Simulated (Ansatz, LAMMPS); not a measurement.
# Convergence of a linear-scaling basis for glassy 40SiO2-31B2O3-14Al2O3-14K2O (mol %) (137 atoms), part 2 of 2

Aim: test how closely localised support functions follow the reference on glassy 40SiO2-31B2O3-14Al2O3-14K2O (mol %) (137 atoms), and at what cost. A setting counts as converged where the r.m.s. difference of forces stays under 1 % of the r.m.s. force.

Ansatz 0.2.0; Kohn-Sham DFT, PBE, PAW (set soft_2), plane waves.

The cell: 14 Si, 22 B, 10 Al, 10 K and 81 O. The quench rate of 100 K/ps far exceeds what a furnace or splat quench reaches. The starting topology of bonds comes from the classical model. Sampling is at Γ alone, for a cell whose shortest periodic width is 12 Å.

So far. Step 7 (Support functions medium, radius 3.78 Å): Forces differ from the reference by 1.2 meV/Å r.m.s., 0.12 % of their size, well within a tolerance of 1 %; the energy by -4.7 meV/atom. It took roughly 4.0 times the reference's time (one timing each, with unlike analyses asked), in 15 cycles against 11.

### 9. What the reference run shows (continued)

Electrostatic potential energy in the ac plane at fractional y = 0.382, with atoms of Si and B and Al and K and O within 0.2 Å of it. With pseudopotentials it is smooth inside the atoms' cores, unlike the true potential.

Ten even steps from '0' (-36 eV) to '9' (10 eV), each cell a mean:
```
00389999888888888887788888899999883
66899999988888888888887767899999998
99999999999999999999988767889999999
99999999999889999999998888899999999
99999999983127999999999999999999999
99999999861006889999999999988789999
99999998876457778657999999975357999
99999999888887775002799999974137899
99999999999998887214767789987668899
99999999999999999987655689999888999
99999999999999999997655689999998877
69999999999999999998764589999998300
69999997469999866898850159999998301
99999985358999733676664589999999978
99999887789999987656657899999999999
99999888899999998557656899999999999
99878889999999998755568999999999999
76312689999999999888889999999889987
73000278999999999999999999877667887
85100479999999998888889999976555789
98534789999888888754578999986556799
98200599988888887300047899998876689
66201699988888876200037889999960037
00368999888888887632467888999972133
```
Columns run along a (12.3 Å; values clipped at the 3rd and 97th percentile), rows up along c (12.3 Å). Atoms in or near the plane, at fractional coordinates: Si at (0.09, 0.21), B at (0.02, 0.99), Al at (0.56, 0.36), K at (0.55, 0.07), O at (0.52, 0.67), O at (0.96, 0.49), O at (0.32, 0.77), O at (0.91, 0.04), O at (0.10, 0.08).

Valence density in the ac plane at fractional y = 0.382, with atoms of Si and B and Al and K and O within 0.2 Å of it. It is the smooth field of the valence electrons, not physical close to the nuclei.

Ten steps, logarithmic in the rise over the least value, from '0' (0.0 e/Å³) to '9' (6.3 e/Å³), each cell a mean:
```
44432100000000000122211222101134544
44421000000000000000012444210011123
23221000001110000000012444210000011
11110000124442100000001222100000000
00000111257985310000000000000111110
00000112368996422232100000112222210
00000011346765335676311112234444210
00000001123332347998531233445665310
00000000011111236887532234444554310
10000000001111123444321223222232222
42000001111111111122233332110123565
63100123432111233222356653100125899
63101246764223566533468874100125899
32101246775323678643457753100013455
10001234543212455531234321000000111
11111122221001123211122110000000011
32222222210000011222222111111101233
54333443210000000112221112344322356
55322443210000000011111113555433456
44333332100000000111110012454322333
24676531000000001456531001223223322
35899741000000013688863100012356653
46898631000000014789863100002469985
55665321000000002567642100001368976
```
Columns run along a (12.3 Å), rows up along c (12.3 Å). Atoms in or near the plane, at fractional coordinates: Si at (0.09, 0.21), B at (0.02, 0.99), Al at (0.56, 0.36), K at (0.55, 0.07), O at (0.52, 0.67), O at (0.96, 0.49), O at (0.32, 0.77), O at (0.91, 0.04), O at (0.10, 0.08).

Mean Löwdin charges: Al +1.37, B +0.61, K +0.88, O -0.66, Si +1.75 e (they miss 0.96 % of the electrons, so they add up to more than the cell's charge).

### 10. Structure statistics

These statistics describe the geometry on which the runs were made.

Density 2.32 g/cm³, 13.51 Å³ an atom.

g(r), total and by pair (bins of 0.2 Å):

```
r (Å)  total   O-O   O-B   O-Si   O-Al   O-K   B-B
 1.30   1.75  0.00  9.20   0.00   0.00  0.00  0.00
 1.50   1.07  0.00  5.63   0.00   0.00  0.00  0.00
 1.70   2.56  0.00  0.00  13.67  10.45  0.00  0.00
 1.90   0.12  0.00  0.00   0.00   1.36  0.00  0.00
 2.10   0.00  0.00  0.00   0.00   0.00  0.00  0.00
 2.30   0.52  1.44  0.00   0.00   0.00  0.00  0.00
 2.50   0.91  2.32  0.26   0.00   0.28  0.00  0.00
 2.70   1.34  2.67  0.23   0.25   0.12  0.36  2.40
 2.90   1.21  1.71  0.38   0.37   0.53  0.85  0.00
 3.10   1.03  0.92  0.85   0.61   1.33  2.00  0.00
 3.30   0.98  0.66  1.35   1.18   1.09  1.43  1.40
 3.50   0.99  0.74  1.46   1.32   1.04  1.10  0.24
 3.70   1.09  0.57  1.84   1.29   1.33  1.05  1.36
 3.90   1.19  0.77  1.55   1.92   1.39  0.65  1.39
 4.10   1.21  0.72  1.68   1.71   1.72  0.97  1.63
 4.30   1.04  0.89  1.05   1.62   1.24  0.64  1.48
 4.50   0.94  1.15  0.61   0.80   0.76  0.77  1.06
 4.70   1.07  1.53  0.64   0.56   0.62  0.98  1.66
 4.90   0.93  1.27  0.53   0.68   0.73  1.13  0.77
 5.10   1.00  1.24  0.90   0.55   0.91  1.30  1.05
 5.30   0.97  1.09  0.95   0.97   0.78  0.91  0.98
 5.50   0.93  0.90  0.92   0.84   0.94  1.18  1.02
 5.70   0.89  0.80  1.13   0.98   1.06  0.65  0.47
 5.90   0.94  0.75  1.11   1.14   1.10  0.91  0.53
```

A closer look about O102, whose charge lies farthest from its element's mean: 14 atoms, nearest first, numbered in the order of the input, with positions taken from that point.

```
atom      x      y      z  distance (Å)  Löwdin charge (e)     Fx     Fy  Fz (eV/Å)
O102   0.00   0.00   0.00          0.00              -0.43   0.58  -1.39      -1.49
 B15   0.49  -0.52  -1.19          1.39               0.58  -1.49   0.51       0.40
 B22  -0.09   1.22   0.83          1.48               0.59  -1.57  -0.03       0.44
O106   0.26   2.36  -0.05          2.37              -0.67   1.21   1.47      -0.67
O128   0.90   1.15   1.92          2.41              -0.70   2.06   0.05      -0.58
 O72   1.76  -0.14  -1.66          2.43              -0.43   2.09   0.31       0.13
 O62  -0.23  -1.44  -1.96          2.44              -0.45  -0.22   0.68       1.78
O126  -1.41   1.43   1.44          2.47              -0.72  -0.70   0.32      -0.40
O121  -2.85  -0.88  -0.65          3.05              -0.62  -0.74  -0.24       1.96
 B28  -0.61  -2.45   2.21          3.36               0.64  -1.36   0.05       0.74
O124   0.71  -2.16   2.50          3.38              -0.63  -0.05  -0.35      -1.25
O105  -1.58  -1.59   2.72          3.53              -0.60   0.84  -0.10      -0.10
O137  -1.49   2.47  -2.04          3.53              -0.58  -1.04  -0.85      -0.44
 Si1  -0.41   3.32  -1.16          3.54               1.74  -0.39  -0.74      -0.44
```

### 11. Outcome

- free energy per atom: -577.9393 eV/atom
- pressure: 0.03004 GPa
- r.m.s. force component: 0.9597 eV/Å
- gap (highest filled to lowest empty level): 1.232 eV
- wall time of the 5 DFT runs: 11 min

In words: Against plane waves at 420 eV, the forces differ by 1.2 meV/Å (0.13 %) with support functions medium. At 137 atoms the fastest of the runs at a preset level, support functions low, takes roughly 3.2 times the time of plane waves (whose run also made extra analyses), in 13 SCF cycles against 11. Differences between support functions and plane waves include what basis error the plane-wave run still has. The force difference hardly changes among these support-function runs, which points to the basis of the plane-wave reference as its main source.

Between filled and empty levels lie 1.23 eV (at Γ alone); a semilocal functional tends to put such gaps too low. In a disordered cell it changes from sample to sample, and tail or defect levels can set it.

**Limits.** The geometry was minimised with a classical potential and isn't relaxed at this level: its force components are 0.96 eV/Å r.m.s.

[Long decimals in the printed logs are rounded to 6 places.]

[Logs are printed without paths, hosts, clocks, repeated set-up lines and the standing remarks that a program may print on its own settings, such as how far it seeks lower states.]

[Hosts, paths, dates, database ids (printed as entryN), source tags and the programs' standing remarks are cut or masked in the printed files.]
